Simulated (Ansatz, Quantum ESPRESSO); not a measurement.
## DyHSe (P-6m2): modes at Γ and the response to a field

Wanted: the vibrations of DyHSe (P-6m2) at Γ, by two programs.

Main program and level: Quantum ESPRESSO 7.5; DFT PBEsol, scalar-relativistic, plane waves, PseudoDojo norm-conserving, 4f in core pseudopotentials.

### 1. The starting structure

The structure is hexagonal, space group P-6m2 (No. 187). The conventional cell has a = 3.827 Å, b = 3.827 Å, c = 3.906 Å, α = 90.00°, β = 90.00°, γ = 120.00°. Nearest to Dy lie 3 H at 2.21 Å and 6 Se at 2.95 Å. Nearest to H lie 3 Dy at 2.21 Å. Se has 6 H at 2.95 Å and 6 Dy at 2.95 Å nearest. Farther neighbours and most contacts between anions are not listed.

### 2. A first look

A cheap run with smearing and empty bands tells whether the crystal has a gap, which decides between fixed occupations and smearing later on.

probe.in reads:

```
&CONTROL
  calculation = 'scf'
  prefix      = 'x'
  outdir      = './tmp'
  pseudo_dir  = './pseudo'
  tprnfor     = .true.
  tstress     = .true.
  verbosity   = 'high'
/
&SYSTEM
  ibrav       = 4
  celldm(1)   = 7.23171724
  celldm(3)   = 1.02076143
  nat         = 3
  ntyp        = 3
  ecutwfc     = 78.0
  input_dft   = 'pbesol'
  occupations = 'smearing'
  smearing    = 'gaussian'
  degauss     = 0.01
/
&ELECTRONS
  conv_thr         = 1.0d-07
  mixing_beta      = 0.7
  electron_maxstep = 100
/
ATOMIC_SPECIES
 Dy    162.5000  Dy.upf
 H       1.0080  H.upf
 Se     78.9710  Se.upf
ATOMIC_POSITIONS crystal
 Dy     0.000000000   0.000000000   0.000000000
 H      0.333333330   0.666666670   0.000000000
 Se     0.666666670   0.333333330   0.500000000
K_POINTS automatic
 6 6 6 0 0 0
```

Run with:

```sh
$ OMP_NUM_THREADS=1 mpirun -n 8 pw.x -nk 8 -in probe.in > probe.out
```

What it wrote:

```text
[banners, grids, parts of the stress and lines that vanish by symmetry left out]
Program PWSCF v.7.5
     IMPORTANT: XC functional enforced from input :
     Exchange-correlation= PBESOL
                           (   1   4  10   8   0   0   0)
[...]
kinetic-energy cutoff     =      78.0000  Ry
     charge density cutoff     =     312.0000  Ry
     scf convergence threshold =      1.0E-07
[...]
Exchange-correlation= PBESOL
                           (   1   4  10   8   0   0   0)
[...]
12 Sym. Ops. (no inversion) found
[...]
(     0          1          0      )
                  (     0          0          1      )
[...]
(  0.0000000  1.0000000  0.0000000 )
                  (  0.0000000  0.0000000  1.0000000 )
[...]
(     1          1          0      )
[...]
(    -1          0          0      )
                  (     0          0          1      )
[...]
( -0.8660254 -0.5000000  0.0000000 )
                  (  0.0000000  0.0000000  1.0000000 )
[...]
number of k points=    28  Gaussian smearing, width (Ry)=  0.0100
[...]
End of self-consistent calculation
[...]
the Fermi energy is    11.7697 ev
!    total energy              =    -330.32203670 Ry
[...]
convergence has been achieved in   6 iterations
[...]
atom    1 type  1   force =     0.00000000    0.00000000    0.00000000
     atom    2 type  2   force =     0.00000000    0.00000000    0.00000000
     atom    3 type  3   force =     0.00000000    0.00000000    0.00000000
[...]
Total force =     0.000000     Total SCF correction =     0.000000
[...]
total   stress  (Ry/bohr**3)                   (kbar)     P=      -36.14
[...]
XML data file, charge density, pseudopotentials, collected wavefunctions

   JOB DONE.
```

The job ended after 4.3 s (8 MPI ranks of Arm Neoverse V2, shared host; 34 s of CPU time).

Read from the output:

```
volume per atom   : 16.51 Å³
pressure          : -3.613 GPa
gap on the k-mesh : 1.381 eV
```

A gap of 1.4 eV opens on this mesh, so the crystal is taken as an insulator; the start stands at -3.6 GPa.

### 3. Relaxation

Frequencies change by per cents with a per cent of volume, so the structure is first brought to rest at this level of theory.

relax.in reads:

```
&CONTROL
  calculation   = 'vc-relax'
  prefix        = 'x'
  outdir        = './tmp'
  pseudo_dir    = './pseudo'
  tprnfor       = .true.
  tstress       = .true.
  forc_conv_thr = 2.0d-05
  etot_conv_thr = 1.0d-07
  nstep         = 40
/
&SYSTEM
  ibrav       = 4
  celldm(1)   = 7.23171724
  celldm(3)   = 1.02076143
  nat         = 3
  ntyp        = 3
  ecutwfc     = 78.0
  input_dft   = 'pbesol'
  occupations = 'fixed'
  nbnd        = 16
/
&ELECTRONS
  conv_thr         = 1.0d-11
  mixing_beta      = 0.7
  electron_maxstep = 100
/
&IONS
/
&CELL
  press_conv_thr = 0.1
/
ATOMIC_SPECIES
 Dy    162.5000  Dy.upf
 H       1.0080  H.upf
 Se     78.9710  Se.upf
ATOMIC_POSITIONS crystal
 Dy     0.000000000   0.000000000   0.000000000
 H      0.333333330   0.666666670   0.000000000
 Se     0.666666670   0.333333330   0.500000000
K_POINTS automatic
 9 9 6 0 0 0
```

Run with:

```sh
$ OMP_NUM_THREADS=1 mpirun -n 8 pw.x -nk 8 -in relax.in > relax.out
```

What it wrote:

```text
[banners, grids, parts of the stress and lines that vanish by symmetry left out]
[banner, memory and clock lines left out]
Program PWSCF v.7.5

[...]
Exchange-correlation= PBESOL
                           (   1   4  10   8   0   0   0)
[...]
kinetic-energy cutoff     =      78.0000  Ry
     charge density cutoff     =     312.0000  Ry
     scf convergence threshold =      1.0E-11
[...]
energy convergence thresh.=      1.0E-07
     force convergence thresh. =      2.0E-05
     press convergence thresh. =      1.0E-01
     Exchange-correlation= PBESOL
                           (   1   4  10   8   0   0   0)
[...]
12 Sym. Ops. (no inversion) found
[...]
number of k points=    48
[...]
End of self-consistent calculation
[...]
highest occupied, lowest unoccupied level (ev):    11.0170   12.3996
!    total energy              =    -330.32213961 Ry
[...]
convergence has been achieved in   9 iterations
[...]
atom    1 type  1   force =     0.00000000    0.00000000    0.00000000
     atom    2 type  2   force =     0.00000000    0.00000000    0.00000000
     atom    3 type  3   force =     0.00000000    0.00000000    0.00000000
     Total force =     0.000000     Total SCF correction =     0.000000
[...]
total   stress  (Ry/bohr**3)                   (kbar)     P=      -36.47
[...]
number of bfgs steps    =   0
[...]
CELL_PARAMETERS (alat=  7.23171724)
[...]
ATOMIC_POSITIONS (crystal)
Dy               0.0000000000        0.0000000000        0.0000000000
H                0.3333333300        0.6666666700        0.0000000000
Se               0.6666666700        0.3333333300        0.5000000000
[...]
New effective cutoffs (rho, wfc):  315.99   79.04
[...]
End of self-consistent calculation
[...]
highest occupied, lowest unoccupied level (ev):    11.3015   12.6728
!    total energy              =    -330.32334289 Ry
[...]
convergence has been achieved in   7 iterations
[...]
atom    1 type  1   force =    -0.00000000   -0.00000000    0.00000000
     atom    2 type  2   force =     0.00000000    0.00000000    0.00000000
     atom    3 type  3   force =    -0.00000000   -0.00000000    0.00000000
     Total force =     0.000000     Total SCF correction =     0.000000
[...]
total   stress  (Ry/bohr**3)                   (kbar)     P=      -20.30
[...]
number of bfgs steps    =   1
[...]
CELL_PARAMETERS (alat=  7.23171724)
[...]
ATOMIC_POSITIONS (crystal)
Dy              -0.0000000000       -0.0000000000        0.0000000000
[...]
New effective cutoffs (rho, wfc):  321.08   80.44
[...]
End of self-consistent calculation
[...]
highest occupied, lowest unoccupied level (ev):    11.6612   13.0117
!    total energy              =    -330.32384983 Ry
[...]
convergence has been achieved in   9 iterations
[...]
atom    1 type  1   force =     0.00000000    0.00000000   -0.00000000
     atom    2 type  2   force =    -0.00000000   -0.00000000    0.00000000
     atom    3 type  3   force =     0.00000000    0.00000000    0.00000000
     Total force =     0.000000     Total SCF correction =     0.000000
[...]
total   stress  (Ry/bohr**3)                   (kbar)     P=        1.03
[...]
number of bfgs steps    =   2
[...]
CELL_PARAMETERS (alat=  7.23171724)
[...]
ATOMIC_POSITIONS (crystal)
[...]
New effective cutoffs (rho, wfc):  320.91   80.45
[...]
End of self-consistent calculation
[...]
highest occupied, lowest unoccupied level (ev):    11.6444   12.9866
!    total energy              =    -330.32385259 Ry
[...]
convergence has been achieved in   5 iterations
[...]
atom    1 type  1   force =     0.00000000    0.00000000   -0.00000000
     atom    2 type  2   force =    -0.00000000   -0.00000000    0.00000000
     atom    3 type  3   force =     0.00000000    0.00000000   -0.00000000
     Total force =     0.000000     Total SCF correction =     0.000000
[...]
total   stress  (Ry/bohr**3)                   (kbar)     P=       -0.18
[...]
number of bfgs steps    =   4
[...]
CELL_PARAMETERS (alat=  7.23171724)
[...]
ATOMIC_POSITIONS (crystal)
[...]
New effective cutoffs (rho, wfc):  320.98   80.51
[...]
End of self-consistent calculation
[...]
highest occupied, lowest unoccupied level (ev):    11.6471   12.9836
!    total energy              =    -330.32385298 Ry
[...]
convergence has been achieved in   6 iterations
[...]
atom    1 type  1   force =     0.00000000    0.00000000    0.00000000
     atom    2 type  2   force =     0.00000000    0.00000000   -0.00000000
     atom    3 type  3   force =     0.00000000    0.00000000   -0.00000000
     Total force =     0.000000     Total SCF correction =     0.000000
[...]
total   stress  (Ry/bohr**3)                   (kbar)     P=       -0.12
[...]
number of bfgs steps    =   5
[...]
CELL_PARAMETERS (alat=  7.23171724)
[...]
ATOMIC_POSITIONS (crystal)
[...]
New effective cutoffs (rho, wfc):  321.01   80.52
[...]
End of self-consistent calculation
[...]
highest occupied, lowest unoccupied level (ev):    11.6488   12.9846
!    total energy              =    -330.32385300 Ry
[...]
convergence has been achieved in   5 iterations
[...]
atom    1 type  1   force =     0.00000000    0.00000000   -0.00000000
     atom    2 type  2   force =    -0.00000000   -0.00000000    0.00000000
     atom    3 type  3   force =    -0.00000000   -0.00000000    0.00000000
     Total force =     0.000000     Total SCF correction =     0.000000
[...]
total   stress  (Ry/bohr**3)                   (kbar)     P=       -0.02
[...]
bfgs converged in   7 scf cycles and   6 bfgs steps
[...]
End of BFGS Geometry Optimization
     Final enthalpy           =    -330.3238529971 Ry
     File ./tmp/x.bfgs deleted, as requested
[...]
CELL_PARAMETERS (alat=  7.23171724)
[...]
ATOMIC_POSITIONS (crystal)
[...]
H                0.3333333300        0.6666666700        0.0000000000
Se               0.6666666700        0.3333333300        0.5000000000
[...]
Final scf calculation at the relaxed structure.
[...]
kinetic-energy cutoff     =      78.0000  Ry
     charge density cutoff     =     312.0000  Ry
     scf convergence threshold =      1.0E-13
[...]
press convergence thresh. =      1.0E-01
     Exchange-correlation= PBESOL
                           (   1   4  10   8   0   0   0)
[...]
12 Sym. Ops. (no inversion) found
[...]
number of k points=    48
[...]
c_bands:  1 eigenvalues not converged
[...]
End of self-consistent calculation
[...]
highest occupied, lowest unoccupied level (ev):    11.6488   12.9847
!    total energy              =    -330.32367421 Ry
[...]
convergence has been achieved in  13 iterations
[...]
atom    1 type  1   force =     0.00000000    0.00000000    0.00000000
     atom    2 type  2   force =     0.00000000    0.00000000    0.00000000
     atom    3 type  3   force =     0.00000000    0.00000000   -0.00000000
     Total force =     0.000000     Total SCF correction =     0.000000
[...]
total   stress  (Ry/bohr**3)                   (kbar)     P=       -1.84
[...]
XML data file, charge density, pseudopotentials, collected wavefunctions
```

It took 43 s on 8 MPI ranks.

Relaxation path:

```
step  energy less that of the first step (eV)  largest force (eV/Å)  pressure (GPa)  volume (Å³)
   1                                   0.0000                0.0000           -3.65        49.54
   2                                  -0.0164                0.0000           -2.03        48.63
   3                                  -0.0233                0.0000            0.10        47.52
   4                                  -0.0233                0.0000            0.01        47.57
   5                                  -0.0233                0.0000           -0.02        47.58
   6                                  -0.0233                0.0000           -0.01        47.58
   7                                  -0.0233                0.0000            0.00        47.57
   8                                  -0.0209                0.0000           -0.18        47.57
```

```
conventional cell, symmetrised  before  after  change
                         a (Å)   3.827  3.780  -1.2 %
                         b (Å)   3.827  3.780  -1.2 %
                         c (Å)   3.906  3.844  -1.6 %
              volume (Å³/atom)   16.51  15.86  -4.0 %
```

The relaxed structure:

```xyz
3
Lattice="3.7804 0.0000 0.0000 -1.8902 3.2739 0.0000 0.0000 0.0000 3.8437" Properties=species:S:1:pos:R:3 pbc="T T T"
Dy    0.0000    0.0000    0.0000
H     0.0000    2.1826    0.0000
Se    1.8902    1.0913    1.9219
```

The last row of the table of steps is pw.x's closing run on a basis chosen anew for the final cell, so its energy can jump.

Read from the output:

```yaml
volume_per_atom: 15.86 Å³
pressure: -0.1840 GPa
gap_on_the_k_mesh: 1.336 eV
```

The volume changes by -4.0 % from the cell with which this run began.

### 4. Ground state

Perturbation theory inherits every error of the wavefunctions, so the threshold is set near the limit of the arithmetic. With a gap, occupations are fixed, which also allows the response to an electric field.

scf.in reads:

```
&CONTROL
  calculation = 'scf'
  prefix      = 'x'
  outdir      = './tmp'
  pseudo_dir  = './pseudo'
  tprnfor     = .true.
  tstress     = .true.
/
&SYSTEM
  ibrav       = 4
  celldm(1)   = 7.14384168
  celldm(3)   = 1.01675725
  nat         = 3
  ntyp        = 3
  ecutwfc     = 78.0
  input_dft   = 'pbesol'
  occupations = 'fixed'
  nbnd        = 16
/
&ELECTRONS
  conv_thr         = 1.0d-12
  mixing_beta      = 0.7
  electron_maxstep = 100
/
ATOMIC_SPECIES
 Dy    162.5000  Dy.upf
 H       1.0080  H.upf
 Se     78.9710  Se.upf
ATOMIC_POSITIONS crystal
 Dy     0.000000000   0.000000000   0.000000000
 H      0.333333333   0.666666667   0.000000000
 Se     0.666666667   0.333333333   0.500000000
K_POINTS automatic
 9 9 6 0 0 0
```

Run with:

```sh
$ OMP_NUM_THREADS=1 mpirun -n 8 pw.x -nk 8 -in scf.in > scf.out
```

What it wrote:

```text
[banners, grids, parts of the stress and lines that vanish by symmetry left out]
[banner, memory and clock lines left out]
Program PWSCF v.7.5

[...]
Exchange-correlation= PBESOL
                           (   1   4  10   8   0   0   0)
[...]
kinetic-energy cutoff     =      78.0000  Ry
     charge density cutoff     =     312.0000  Ry
     scf convergence threshold =      1.0E-12
[...]
Exchange-correlation= PBESOL
                           (   1   4  10   8   0   0   0)
[...]
12 Sym. Ops. (no inversion) found
[...]
number of k points=    48
[...]
End of self-consistent calculation
[...]
highest occupied, lowest unoccupied level (ev):    11.6488   12.9847
!    total energy              =    -330.32367420 Ry
[...]
convergence has been achieved in  11 iterations
[...]
atom    1 type  1   force =     0.00000000    0.00000000    0.00000000
     atom    2 type  2   force =     0.00000000    0.00000000    0.00000000
     atom    3 type  3   force =     0.00000000    0.00000000    0.00000000
     Total force =     0.000000     Total SCF correction =     0.000000
[...]
total   stress  (Ry/bohr**3)                   (kbar)     P=       -1.84
[...]
XML data file, charge density, pseudopotentials, collected wavefunctions
```

Run time: 8.3 s. Hardware: 8 MPI ranks.

The cell stands at -0.18 GPa, close enough for phonons.

[end of part 1 of 3]

[Host names and launcher messages were left out of these logs when they were recorded.]

[Logs are printed without paths, hosts, clocks, repeated set-up lines and the standing remarks that a program may print on its own settings, such as how far it seeks lower states.]

[Hosts, paths, dates, database ids (printed as entryN), source tags and the programs' standing remarks are cut or masked in the printed files.]
